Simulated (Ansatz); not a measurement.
# Na (Im-3m, 1 atom in the cell): converging a phonon calculation, part 2 of 3

Wanted: convergence of the phonons of Na (Im-3m, 1 atom in the cell) against cost.

Ansatz 0.2.0; DFT PBE, scalar-relativistic, plane waves, PAW.

So far, highest frequency on the path or at a solved wavevector (cm⁻¹): step 3 (response at finite wavevector) 128; step 4 (q mesh 2×2×2) 128. The relaxed cell has a = 4.196 Å (conventional setting).

The database entry behind the starting cell differs from later determinations by our own check (0.1 to 0.3 % short, probably kX units), so it need not match the best structure at ambient conditions.

## (8) Another k mesh, k-mesh 6×6×6, q mesh 2×2×2

The k mesh is changed to 6×6×6 on a small fixed q mesh, to find the coarsest that serves.

input.yaml

```yaml
crystal:
  lattice:
    - [-2.0977806123, 2.0977806123, 2.0977806123]
    - [2.0977806123, -2.0977806123, 2.0977806123]
    - [2.0977806123, 2.0977806123, -2.0977806123]
  atoms:
    - { symbol: Na, position: [0.0, 0.0, 0.0] }
kpoints:
  mp_grid: { grid: [6, 6, 6] }
hamiltonian:
  xc: pbe
scf:
  occupations: { method: methfessel_paxton, width: 0.2 }
output:
  eigenvalues: true
phonons:
  method: dfpt
  qmesh: [2, 2, 2]
  temperatures: { t_max: 1000, t_step: 50 }
  qpath:
    path:
      - [[0.0, 0.0, 0.0], [0.5, -0.5, 0.5], [0.0, 0.0, 0.5], [0.0, 0.0, 0.0], [0.25, 0.25, 0.25], [0.5, -0.5, 0.5]]
      - [[0.25, 0.25, 0.25], [0.0, 0.0, 0.5]]
    npoints: 10
```

Command:

```sh
$ ansatz run input.yaml --threads 4 --pin off --max-ram 7168MiB --backend cpu --events-out ev --progress --plain --runs-dir out
```

Numbers of over 12 decimals in the logs are rounded to 6 here.

The program printed:

```text
[...]
Crystal: 1 atoms, lattice volume = 36.927 Å³
Basis set: ecut = 420 eV, 683 PW (Γ), exchange–correlation on 50×50×50 points (8 copies of the dense FFT grid, shifted against one another)
Bands: 9, of which v1, the nominal top of the filled ones, is band 5 counted from 1 (4 counted from 0)
Symmetry: 48 space group operations
k-points: 16 of 216
[...]
SCF iter   1: F=—  HF=-1486.385706 eV  |F-HF|=—  |Δ(HF+E_count)|=         —  Δρ=4.91e-4  dr2=4.70e-5  ethr=1.77e-3  ⟨swp⟩=4.9  Hψ=861  notcnv=0
[...]
SCF iter   6: F=-1486.385596 eV  HF=-1486.385596 eV  |F-HF|=6.82e-12  |Δ(HF+E_count)|=   1.83e-9  S|Δr|=    0.00e0  Δρ=2.03e-7  dr2=6.11e-12  ethr=1.00e-12  ⟨swp⟩=5.0  Hψ=645  notcnv=0
SCF 1 converged in 6 iterations: F = -1486.385596 eV  dr2 = 6.11e-12
[...]
SCF converged after 6 iterations
[...]
Free energy (F): -1486.385596 eV
[...]
Internal energy: -1486.373452 eV  (E = F + TS)
E sigma→0 (E₀):  -1486.382560 eV
Entropy (-TS):   -0.012144 eV (-12.144 meV/atom)
Fermi energy:    1.781140 eV
[...]
--- Band table (eV; the first three rows and the last of 16) ---
[...]
ASR residual: 2.858e-4 → 0.000e0 eV/Å²; symmetrization residual: 6.063e-13 eV/Å²
  ASR residual per site (eV/Å²): 2.86e-4
  Γ frequencies (cm⁻¹): 0.00 0.00 0.00
--- Phonons (arbitrary-q DFPT): 3 irreducible q on the 2×2×2 mesh ---
[...]
interpolated dispersion: 62 rows × 3 modes
[...]
```

Run time: 2 s. Hardware: 4 threads of Arm Neoverse V1, shared host; peak memory 0.36 GiB; 6.4 s of CPU time.

The run finished; it serves as a test, and its numbers are not taken as the result.

## (9) Another k mesh, k-mesh 8×8×8, q mesh 2×2×2

The k mesh is changed to 8×8×8 on a small fixed q mesh, to find the coarsest that serves.

Changes to input.yaml since step 8:

```diff
@@ -8,3 +8,3 @@
 kpoints:
-  mp_grid: { grid: [6, 6, 6] }
+  mp_grid: { grid: [8, 8, 8] }
 hamiltonian:
```

The program printed:

```text
[...]
Crystal: 1 atoms, lattice volume = 36.927 Å³
Basis set: ecut = 420 eV, 683 PW (Γ), exchange–correlation on 50×50×50 points (8 copies of the dense FFT grid, shifted against one another)
Bands: 9, of which v1, the nominal top of the filled ones, is band 5 counted from 1 (4 counted from 0)
Symmetry: 48 space group operations
k-points: 29 of 512
[...]
SCF iter   1: F=—  HF=-1486.406280 eV  |F-HF|=—  |Δ(HF+E_count)|=         —  Δρ=4.88e-4  dr2=4.42e-5  ethr=1.77e-3  ⟨swp⟩=4.9  Hψ=1565  notcnv=0
[...]
SCF iter   7: F=-1486.406191 eV  HF=-1486.406191 eV  |F-HF|=2.27e-13  |Δ(HF+E_count)|=  1.48e-11  S|Δr|=    0.00e0  Δρ=2.52e-8  dr2=9.09e-14  ethr=1.00e-12  ⟨swp⟩=5.6  Hψ=921  notcnv=0
SCF 1 converged in 7 iterations: F = -1486.406191 eV  dr2 = 9.09e-14
[...]
SCF converged after 7 iterations
[...]
Free energy (F): -1486.406191 eV
[...]
Internal energy: -1486.404285 eV  (E = F + TS)
E sigma→0 (E₀):  -1486.405714 eV
Entropy (-TS):   -0.001906 eV (-1.906 meV/atom)
Fermi energy:    1.829291 eV
[...]
--- Band table (eV; the first three rows and the last of 29) ---
[...]
ASR residual: 3.595e-5 → 0.000e0 eV/Å²; symmetrization residual: 1.516e-12 eV/Å²
  ASR residual per site (eV/Å²): 3.60e-5
  Γ frequencies (cm⁻¹): 0.00 0.00 0.00
--- Phonons (arbitrary-q DFPT): 3 irreducible q on the 2×2×2 mesh ---
[...]
interpolated dispersion: 62 rows × 3 modes
[...]
```

Elapsed: 3 s, on 4 threads; peak memory 0.43 GiB.

The run finished; it serves as a test, and its numbers are not taken as the result.

## (10) Another k mesh, k-mesh 12×12×12, q mesh 2×2×2

The k mesh is changed to 12×12×12 on a small fixed q mesh, to find the coarsest that serves.

Changes to input.yaml since step 9:

```diff
@@ -8,3 +8,3 @@
 kpoints:
-  mp_grid: { grid: [8, 8, 8] }
+  mp_grid: { grid: [12, 12, 12] }
 hamiltonian:
```

The program printed:

```text
[...]
Crystal: 1 atoms, lattice volume = 36.927 Å³
Basis set: ecut = 420 eV, 683 PW (Γ), exchange–correlation on 50×50×50 points (8 copies of the dense FFT grid, shifted against one another)
Bands: 9, of which v1, the nominal top of the filled ones, is band 5 counted from 1 (4 counted from 0)
Symmetry: 48 space group operations
k-points: 72 of 1728
[...]
E sigma→0 (E₀):  -1486.413828 eV
Entropy (-TS):   -0.001861 eV (-1.861 meV/atom)
Fermi energy:    1.718682 eV
[...]
--- Band table (eV; the first three rows and the last of 72) ---
[...]
ASR residual: 1.478e-5 → 0.000e0 eV/Å²; symmetrization residual: 2.274e-13 eV/Å²
  ASR residual per site (eV/Å²): 1.48e-5
  Γ frequencies (cm⁻¹): 0.00 0.00 0.00
--- Phonons (arbitrary-q DFPT): 3 irreducible q on the 2×2×2 mesh ---
[...]
interpolated dispersion: 62 rows × 3 modes
[...]
[key lines of the parts left out:]
SCF converged after 7 iterations
Free energy (F): -1486.414293 eV
```

It took 7.5 s on 4 threads; peak memory 0.56 GiB.

## (11) Another k mesh, q mesh 2×2×2

The k mesh is changed to 16×16×16 on a small fixed q mesh, to find the coarsest that serves.

Changes to input.yaml since step 10:

```diff
@@ -8,3 +8,3 @@
 kpoints:
-  mp_grid: { grid: [12, 12, 12] }
+  mp_grid: { grid: [16, 16, 16] }
 hamiltonian:
```

The program printed:

```text
[...]
Crystal: 1 atoms, lattice volume = 36.927 Å³
Basis set: ecut = 420 eV, 683 PW (Γ), exchange–correlation on 50×50×50 points (8 copies of the dense FFT grid, shifted against one another)
Bands: 9, of which v1, the nominal top of the filled ones, is band 5 counted from 1 (4 counted from 0)
Symmetry: 48 space group operations
k-points: 145 of 4096
[...]
E sigma→0 (E₀):  -1486.416706 eV
Entropy (-TS):   0.000152 eV (0.152 meV/atom)
Fermi energy:    1.758559 eV
[...]
--- Band table (eV; the first three rows and the last of 145) ---
[...]
ASR residual: 1.583e-6 → 0.000e0 eV/Å²; symmetrization residual: 3.843e-13 eV/Å²
  ASR residual per site (eV/Å²): 1.58e-6
  Γ frequencies (cm⁻¹): 0.00 0.00 0.00
--- Phonons (arbitrary-q DFPT): 3 irreducible q on the 2×2×2 mesh ---
[...]
interpolated dispersion: 62 rows × 3 modes
[...]
[key lines of the parts left out:]
SCF converged after 7 iterations
Free energy (F): -1486.416668 eV
```

The job ended after 15 s (4 threads; peak memory 0.89 GiB).

Frequencies (cm⁻¹) solved at each irreducible wavevector; negative means imaginary. Frequencies by wavevector, by row:

| q in reciprocal lattice units | star | mode 1 | mode 2 | mode 3 |
| --- | --- | --- | --- | --- |
| 0 0 0 | 1 | 0 | 0 | 0 |
| 0 0 -0.5 | 6 | 28.1 | 87.1 | 128.4 |
| -0.5 -0.5 -0.5 | 1 | 123.6 | 123.6 | 123.6 |

## (12) Another k mesh, k-mesh 24×24×24, q mesh 2×2×2

The k mesh is changed to 24×24×24 on a small fixed q mesh, to find the coarsest that serves.

Changes to input.yaml since step 11:

```diff
@@ -8,3 +8,3 @@
 kpoints:
-  mp_grid: { grid: [16, 16, 16] }
+  mp_grid: { grid: [24, 24, 24] }
 hamiltonian:
```

The program printed:

```text
[...]
Crystal: 1 atoms, lattice volume = 36.927 Å³
Basis set: ecut = 420 eV, 683 PW (Γ), exchange–correlation on 50×50×50 points (8 copies of the dense FFT grid, shifted against one another)
Bands: 9, of which v1, the nominal top of the filled ones, is band 5 counted from 1 (4 counted from 0)
Symmetry: 48 space group operations
k-points: 413 of 13824
[...]
E sigma→0 (E₀):  -1486.416278 eV
Entropy (-TS):   0.000277 eV (0.277 meV/atom)
Fermi energy:    1.768719 eV
[...]
--- Band table (eV; the first three rows and the last of 413) ---
[...]
ASR residual: 4.577e-6 → 0.000e0 eV/Å²; symmetrization residual: 6.063e-13 eV/Å²
  ASR residual per site (eV/Å²): 4.58e-6
  Γ frequencies (cm⁻¹): 0.00 0.00 0.00
--- Phonons (arbitrary-q DFPT): 3 irreducible q on the 2×2×2 mesh ---
[...]
interpolated dispersion: 62 rows × 3 modes
[...]
[key lines of the parts left out:]
SCF converged after 7 iterations
Free energy (F): -1486.416209 eV
```

Elapsed: 48 s, on 4 threads; peak memory 2.2 GiB; 3.1 min of CPU time.

Against step 4 (now k-mesh 24×24×24), the highest frequency on the path or at a solved wavevector goes from 128 cm⁻¹ to 130 cm⁻¹ and the Debye temperature (second moment) goes from 167 K to 169 K.

## (13) Comparing the runs

Times are for 4 threads of Arm Neoverse V1, shared host. Results by setting:

| no. | k-mesh | lowest mode on the q mesh (acoustic modes at Γ apart) (cm⁻¹) | highest frequency on the path or at a solved wavevector (cm⁻¹) | time | memory (GiB) |
| --- | --- | --- | --- | --- | --- |
| 1 | 12×12×12 | 28.04 | 127.4 | 7.5 s | 0.56 |
| 2 | 16×16×16 | 28.05 | 128.4 | 15 s | 0.89 |
| 3 | 24×24×24 | 28.04 | 130 | 48 s | 2.2 |

The phonon density of states has structure finer than the step of the table below, so its rows give means over 5 cm⁻¹, whole bins alone (the curve runs from 0.5 to 128 cm⁻¹). Peaks (cm⁻¹: height): 12×12×12 87.5: 0.0454, 122.5: 0.0705; 16×16×16 87.5: 0.0442, 123.5: 0.0683; 24×24×24 87.5: 0.0431, 123.5: 0.0740.

The runs together. The phonon density of states by wavenumber; means over each step; values in 1/cm⁻¹/cell:

| wavenumber (cm⁻¹) | 12×12×12 | 16×16×16 | 24×24×24 |
| --- | --- | --- | --- |
| 5 | 1.8e-4 | 1.8e-4 | 1.8e-4 |
| 10 | 6.3e-4 | 6.3e-4 | 6.2e-4 |
| 15 | 0.00196 | 0.00195 | 0.00193 |
| 20 | 0.00409 | 0.00406 | 0.00403 |
| 25 | 0.00708 | 0.00703 | 0.00697 |
| 30 | 0.0131 | 0.0130 | 0.0129 |
| 35 | 0.0161 | 0.0160 | 0.0158 |
| 40 | 0.0185 | 0.0184 | 0.0182 |
| 45 | 0.0211 | 0.0210 | 0.0209 |
| 50 | 0.0241 | 0.0240 | 0.0239 |
| 55 | 0.0277 | 0.0276 | 0.0276 |
| 60 | 0.0264 | 0.0263 | 0.0263 |
| 65 | 0.0224 | 0.0223 | 0.0222 |
| 70 | 0.0221 | 0.0220 | 0.0219 |
| 75 | 0.0231 | 0.0230 | 0.0228 |
| 80 | 0.0262 | 0.0259 | 0.0255 |
| 85 | 0.0345 | 0.0340 | 0.0331 |
| 90 | 0.0409 | 0.0404 | 0.0397 |
| 95 | 0.0322 | 0.0322 | 0.0324 |
| 100 | 0.0290 | 0.0288 | 0.0285 |
| 105 | 0.0290 | 0.0283 | 0.0274 |
| 110 | 0.0329 | 0.0316 | 0.0298 |
| 115 | 0.0497 | 0.0461 | 0.0405 |
| 120 | 0.0615 | 0.0598 | 0.0580 |
| 125 | 0.0353 | 0.0437 | 0.0510 |

The runs together, line C_V. The C_V by temperature; values in J/mol-atom/K:

| temperature (K) | 12×12×12 | 16×16×16 | 24×24×24 |
| --- | --- | --- | --- |
| 0 | 0 | 0 | 0 |
| 50 | 15.5 | 15.4 | 15.4 |
| 100 | 21.8 | 21.8 | 21.8 |
| 150 | 23.5 | 23.5 | 23.4 |
| 200 | 24.1 | 24.1 | 24.1 |
| 250 | 24.4 | 24.4 | 24.4 |
| 300 | 24.6 | 24.6 | 24.6 |
| 350 | 24.7 | 24.7 | 24.7 |
| 400 | 24.7 | 24.7 | 24.7 |
| 450 | 24.8 | 24.8 | 24.8 |
| 500 | 24.8 | 24.8 | 24.8 |
| 550 | 24.8 | 24.8 | 24.8 |
| 600 | 24.8 | 24.8 | 24.8 |
| 650 | 24.9 | 24.9 | 24.9 |
| 700 | 24.9 | 24.9 | 24.9 |
| 750 | 24.9 | 24.9 | 24.9 |
| 800 | 24.9 | 24.9 | 24.9 |
| 850 | 24.9 | 24.9 | 24.9 |
| 900 | 24.9 | 24.9 | 24.9 |
| 950 | 24.9 | 24.9 | 24.9 |
| 1000 | 24.9 | 24.9 | 24.9 |

## (14) Another cutoff, cutoff 170 eV, q mesh 2×2×2

The cutoff is set to 170 eV on a small fixed q mesh.

Changes to input.yaml since step 12:

```diff
@@ -8,3 +8,3 @@
 kpoints:
-  mp_grid: { grid: [24, 24, 24] }
+  mp_grid: { grid: [16, 16, 16] }
 hamiltonian:
@@ -24 +24,3 @@
     npoints: 10
+basis:
+  ecutwfc: 170
```

The program printed:

```text
Warning: basis.ecutwfc = 170 eV is below the records' recommended 420 eV, and the density's cutoff is lower with it unless basis.ecutrho_ratio is high enough to keep the records' density cutoff: compare with a run at a higher cutoff
[...]
Crystal: 1 atoms, lattice volume = 36.927 Å³
Basis set: ecut = 170 eV, 177 PW (Γ), exchange–correlation on 32×32×32 points (8 copies of the dense FFT grid, shifted against one another)
Bands: 9, of which v1, the nominal top of the filled ones, is band 5 counted from 1 (4 counted from 0)
Symmetry: 48 space group operations
k-points: 145 of 4096
[...]
SCF iter   1: F=—  HF=-1478.387819 eV  |F-HF|=—  |Δ(HF+E_count)|=         —  Δρ=8.29e-2  dr2=7.85e-1  ethr=1.77e-3  ⟨swp⟩=3.5  Hψ=7181  notcnv=0
[...]
SCF iter   9: F=-1477.525927 eV  HF=-1477.525927 eV  |F-HF|=9.09e-13  |Δ(HF+E_count)|=  1.91e-11  S|Δr|=    0.00e0  Δρ=5.10e-8  dr2=8.55e-13  ethr=1.00e-12  ⟨swp⟩=4.5  Hψ=3988  notcnv=0
SCF 1 converged in 9 iterations: F = -1477.525927 eV  dr2 = 8.55e-13
[...]
WARN: eigensolver did not converge in 6 slots of this pass, the one above among them; of largest residual over every band (k=1): 1 band(s) unlocked (lowest unlocked band 8, counted from 0; max residual 2.95e-4 eV among the unlocked bands, 2.95e-4 eV over every band); of lowest unlocked band (k=1): band 8
[...]
SCF converged after 9 iterations
[...]
Free energy (F): -1477.525927 eV
[...]
Internal energy: -1477.526093 eV  (E = F + TS)
E sigma→0 (E₀):  -1477.525968 eV
Entropy (-TS):   0.000166 eV (0.166 meV/atom)
Fermi energy:    1.689282 eV
[...]
--- Band table (eV; the first three rows and the last of 145) ---
[...]
ASR residual: 2.614e-2 → 0.000e0 eV/Å²; symmetrization residual: 1.516e-12 eV/Å²
  ASR residual per site (eV/Å²): 2.61e-2
  Γ frequencies (cm⁻¹): 0.00 0.00 0.00
--- Phonons (arbitrary-q DFPT): 3 irreducible q on the 2×2×2 mesh ---
[...]
interpolated dispersion: 62 rows × 3 modes
[...]
zero-point energy: 0.010695 eV/cell   skipped modes (ω ≤ 0): 294, of them read as no rigid motion or as one in doubt: 291 (8.931e-1 modes/cell left out, lowest -102.85 cm⁻¹)   left out of the sums: 2.98e-1 of the cell's modes: C_V's classical limit lies that fraction below 3 k_B per atom; for a crystal, a wire or a layer, F and S can be off by more, and a phonons.interpolated_qmesh denser along its periods is the remedy for the sampling
```

Run time: 5.6 s. Hardware: 4 threads; peak memory 0.5 GiB.

The run finished; it serves as a test, and its numbers are not taken as the result.

## (15) Another cutoff, cutoff 230 eV, q mesh 2×2×2

The cutoff is set to 230 eV on a small fixed q mesh.

Changes to input.yaml since step 14:

```diff
@@ -25,2 +25,2 @@
 basis:
-  ecutwfc: 170
+  ecutwfc: 230
```

The program printed:

```text
[...]
Crystal: 1 atoms, lattice volume = 36.927 Å³
Basis set: ecut = 230 eV, 321 PW (Γ), exchange–correlation on 36×36×36 points (8 copies of the dense FFT grid, shifted against one another)
Bands: 9, of which v1, the nominal top of the filled ones, is band 5 counted from 1 (4 counted from 0)
Symmetry: 48 space group operations
k-points: 145 of 4096
[...]
SCF iter   1: F=—  HF=-1485.502155 eV  |F-HF|=—  |Δ(HF+E_count)|=         —  Δρ=1.79e-2  dr2=2.87e-2  ethr=1.77e-3  ⟨swp⟩=4.1  Hψ=7691  notcnv=0
[...]
SCF iter   8: F=-1485.474961 eV  HF=-1485.474961 eV  |F-HF|=1.00e-11  |Δ(HF+E_count)|=  6.96e-10  S|Δr|=    0.00e0  Δρ=1.20e-7  dr2=4.57e-12  ethr=1.00e-12  ⟨swp⟩=3.9  Hψ=4917  notcnv=0
SCF 1 converged in 8 iterations: F = -1485.474961 eV  dr2 = 4.57e-12
[...]
SCF converged after 8 iterations
[...]
Free energy (F): -1485.474961 eV
[...]
Internal energy: -1485.475108 eV  (E = F + TS)
E sigma→0 (E₀):  -1485.474998 eV
Entropy (-TS):   0.000147 eV (0.147 meV/atom)
Fermi energy:    1.729275 eV
[...]
--- Band table (eV; the first three rows and the last of 145) ---
[...]
ASR residual: 1.115e-4 → 0.000e0 eV/Å²; symmetrization residual: 6.063e-13 eV/Å²
  ASR residual per site (eV/Å²): 1.11e-4
  Γ frequencies (cm⁻¹): 0.00 0.00 0.00
--- Phonons (arbitrary-q DFPT): 3 irreducible q on the 2×2×2 mesh ---
[...]
interpolated dispersion: 62 rows × 3 modes
[...]
```

Run time: 6.8 s. Hardware: 4 threads; peak memory 0.55 GiB.

The run finished; it serves as a test, and its numbers are not taken as the result.

[end of part 2 of 3]

[Logs are printed without paths, hosts, clocks, repeated set-up lines and the standing remarks that a program may print on its own settings, such as how far it seeks lower states.]

[Hosts, paths, dates, database ids (printed as entryN), source tags and the programs' standing remarks are cut or masked in the printed files.]
